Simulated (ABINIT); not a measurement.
# CaGaSiH (P3m1): a self-consistent loop beyond G0W0, cycle by cycle, part 3 of 3

Aim: iterate the self-energy on CaGaSiH (P3m1) and follow the gap from cycle to cycle.

ABINIT 10.8.3; LDA and many-body steps on it, plane waves. Known limits of the many-body steps: not at the basis limit; mesh may overstate the screening; no spin-orbit coupling; coarse k mesh.

So far. Step 8 (evGW0, cycle 4): Against the cycle before, the gap moves by −0.002 eV. Step 11 (evGW, cycle 1): Against G0W0 in ABINIT (3×3×2 mesh, 63 bands, screening to 106.1 eV, Godby-Needs plasmon pole), the gap moves by +0.166 eV.

**13. Screening, 3×3×2 mesh, 63 bands, screening to 106.1 eV**

This step: RPA screening on LDA from quasiparticle energies, plane waves, norm-conserving pseudopotentials.

Contents of run.abi:

```
acell 3*1.0 Angstrom
rprim 
  4.091099999987 0.000000000003 0.000000000000
  -2.045549999996 3.542996529410 0.000000000000
  0.000000000000 0.000000000000 4.762800000000
ntypat 4
znucl 20 31 14 1
natom 4
typat 1 2 3 4
xred 
  0.333333333333 0.666666666667 0.000000000000
  -0.000000000000 0.000000000000 0.556800000000
  0.666666666667 0.333333333333 0.433700000000
  -0.000000000000 0.000000000000 0.925000000000
pp_dirpath "pseudos"
pseudos "Ca.upf, Ga.upf, Si.upf, H.upf"
ecut 45
ngkpt 3 3 2
nshiftk 1
shiftk 0 0 0
kptopt 1
chksymbreak 0
istwfk *1
occopt 1
irdwfk 1
optdriver 3
nband 63
ecuteps 3.9
inclvkb 2
awtr 1
symchi 1
irdqps 1
gwcalctyp 10
nqptdm 5
qptdm 
  0.3333333333 0.0000000000 0.0000000000
  0.3333333333 0.3333333333 0.0000000000
  0.0000000000 0.0000000000 0.5000000000
  0.3333333333 0.0000000000 0.5000000000
  0.3333333333 0.3333333333 0.5000000000
indata_prefix "in"
outdata_prefix "out"
tmpdata_prefix "tmp"
```

Contents of mrgscr.stdin:

```
2
merged
q0_SCR
out_SCR
1
```

The run is started by

```
OMP_NUM_THREADS=1 mpirun -n 4 abinit run.abi > log; mrgscr < mrgscr.stdin
```

Numbers of over 12 decimals in the logs are rounded to 6 here.

The program printed:

```text
.Version 10.8.3 of ABINIT. v10.8.2 released Aug 2026.

 Symmetries : space group P3 m 1 (#156); Bravais hP (primitive hexag.)
[... echo of the input left out ...]
== DATASET  1 ==================================================================
-   mpi_nproc: 4, omp_nthreads: 1 (-1 if OMP is not activated)

--- !DatasetInfo
iteration_state: {dtset: 1, }
dimensions: {natom: 4, nkpt: 6, mband: 63, nsppol: 1, nspinor: 1, nspden: 1, mpw: 6732, }
cutoff_energies: {ecut:  45.0, pawecutdg:  -1.0, }
[...]
q-point number  1        q = ( 0.333333, 0.000000, 0.000000) [r.l.u.]
--------------------------------------------------------------------------------
[... chi0 elements left out ...]
  Average fulfillment of the sum rule on Im[epsilon] for q-point    2 :     42.14  [%]

--------------------------------------------------------------------------------
  q-point number  2        q = ( 0.333333, 0.333333, 0.000000) [r.l.u.]
--------------------------------------------------------------------------------
[... chi0 elements left out ...]
  Average fulfillment of the sum rule on Im[epsilon] for q-point    3 :     39.50  [%]

 [... 3 further q-points ...]
```

The job ended after 7 s (4 MPI ranks of Arm Neoverse V2, shared host; peak memory 0.62 GiB; 28 s of CPU time).

This step gave:

```
plasma frequency                    : 26.81 eV
plane waves in the screening matrix : 159
```

This screening reads the quasiparticle levels of the cycle before.

**14. evGW, cycle 2**

This step: evGW on LDA, plane waves, norm-conserving pseudopotentials.

run.abi, as its differences from that of step 13:

```diff
@@ -25,12 +25,10 @@
 irdwfk 1
-optdriver 3
+optdriver 4
 nband 63
-ecuteps 3.9
-inclvkb 2
-awtr 1
-symchi 1
-irdqps 1
 gwcalctyp 10
-nqptdm 5
-qptdm 
+ecutsigx 45
+symsigma 1
+nkptgw 6
+kptgw 
+  0.0000000000 0.0000000000 0.0000000000
   0.3333333333 0.0000000000 0.0000000000
@@ -40,2 +38,13 @@
   0.3333333333 0.3333333333 0.5000000000
+bdgw 
+  14 23
+  14 23
+  14 23
+  14 23
+  14 23
+  14 23
+ecuteps 3.9
+irdscr 1
+ppmodel 1
+irdqps 1
 indata_prefix "in"
```

The run is started by

```
OMP_NUM_THREADS=1 mpirun -n 4 abinit run.abi > log
```

The program printed:

```text
.Version 10.8.3 of ABINIT. v10.8.2 released Aug 2026.

 Symmetries : space group P3 m 1 (#156); Bravais hP (primitive hexag.)
[... echo of the input left out ...]
== DATASET  1 ==================================================================
-   mpi_nproc: 4, omp_nthreads: 1 (-1 if OMP is not activated)

--- !DatasetInfo
iteration_state: {dtset: 1, }
dimensions: {natom: 4, nkpt: 6, mband: 63, nsppol: 1, nspinor: 1, nspden: 1, mpw: 6732, }
cutoff_energies: {ecut:  45.0, pawecutdg:  -1.0, }
[...]
.  kptgw no:  4; Maximum DeltaE = (  -0.000   0.000) for band index:  2
.  kptgw no:  5; Maximum DeltaE = (  -0.003  -0.000) for band index:  1
.  kptgw no:  6; Maximum DeltaE = (  -0.001  -0.000) for band index:  9

== END DATASET(S) ==============================================================
================================================================================

 -outvars: echo values of variables after computation  --------
           etotal      0.0000000000E+00
            nband          63
             nkpt           6
          spgroup         156
 [... the other variables as echoed above ...]

 Calculation completed.
```

It took 17 s on 4 MPI ranks; peak memory 1.1 GiB; 68 s of CPU time.

This step gave:

```
quasiparticle gap on the mesh                         : 1.263 eV
gap of the density functional on the mesh             : 0.3078 eV
k of the valence top                                  : 0, 0, 0.5
k of the conduction bottom                            : 0.3333, 0, 0
least direct quasiparticle gap on the computed points : 2.175 eV
```

Against the cycle before, the gap moves by +0.003 eV.

**15. Side by side**

Times are wall times on 4 MPI ranks of Arm Neoverse V2, shared host, good to a factor of about two. A run's time includes the screening step that it read.

```csv
run,mesh,bands,screening cutoff (eV),DFT gap (eV),gap on the mesh (eV),direct (eV),ε∞ used,time
G0W0,3×3×2,63,106.1,0.308,1.094,2.025,35.73,17 s
"evGW0, cycle 1",3×3×2,63,106.1,0.308,1.300,2.211,35.73,28 s
"evGW0, cycle 2",3×3×2,63,106.1,0.308,1.183,2.093,35.73,28 s
"evGW0, cycle 3",3×3×2,63,106.1,0.308,1.198,2.108,35.73,28 s
"evGW0, cycle 4",3×3×2,63,106.1,0.308,1.196,2.106,35.73,28 s
"evGW, cycle 1",3×3×2,63,106.1,0.308,1.260,2.173,26.77,31 s
"evGW, cycle 2",3×3×2,63,106.1,0.308,1.263,2.175,26.09,31 s
```

**16. Outcome**

| Item | Value |
| --- | --- |
| G0W0 | 1.094 eV |
| evGW0, cycle 1 | 1.300 eV |
| evGW0, cycle 2 | 1.183 eV |
| evGW0, cycle 3 | 1.198 eV |
| evGW0, cycle 4 | 1.196 eV |
| evGW, cycle 1 | 1.260 eV |
| evGW, cycle 2 | 1.263 eV |
| known limits | not at the basis limit; mesh may overstate the screening; no spin-orbit coupling; coarse k mesh |

**Reading.** Only the bands that the input lists are updated; the others, empty or deep, keep the functional's energies or take a rigid shift. The evGW loop starts from the last levels of evGW0, so its cycles and time come on top of those. evGW0 ends at 1.20 eV, +0.10 eV from G0W0, after 4 cycles that took 68 s beside the first screening; the last moved the gap by 0.002 eV. evGW ends at 1.26 eV, +0.17 eV from G0W0, after 2 cycles that took 63 s beside the first screening; the last moved the gap by 0.003 eV. The first cycle of evGW0 takes the full correction, without the factor Z, so it overshoots the one-shot value. Bands and cutoff are finite, so the gap is not at the basis limit. The miss can reach some tenths of an eV and take either sign; the mesh is an error of its own. A denser mesh or path gives a starting gap of 0.11 eV: the GW mesh misses a band edge, so its gaps are not the fundamental one. The 3×3×2 mesh is coarse for this cell, which bears on the long-range parts of exchange and screening. The RPA ε∞ on this mesh reaches over 25; with a narrow direct gap a coarse mesh can overstate it, and the correction is then too small. In the updated screening the q = 0 part is built from Kohn-Sham bands under a rigid shift, the other q from the quasiparticle levels. The many-body steps are scalar-relativistic: spin-orbit coupling is not in them.

[Paths, hosts, dates, memory and timing lines, banners, echoed tables and standing remarks are left out of the program output.]

[Logs are printed without paths, hosts, clocks, repeated set-up lines and the standing remarks that a program may print on its own settings, such as how far it seeks lower states.]

[Runs of the session that timed out or met a known fault of the program may be left out.]

[Hosts, paths, dates, database ids (printed as entryN), source tags and the programs' standing remarks are cut or masked in the printed files.]

[G0W0 gaps are taken among the corrected bands and points alone; a level outside them can change the order at an edge.]

[Where Ansatz stands beside ABINIT at settings called matched, ABINIT's density can come from a denser mesh and the files from another edition; pairs whose starting gaps differed by over 0.03 eV were left out, so agreement reads better than it is.]
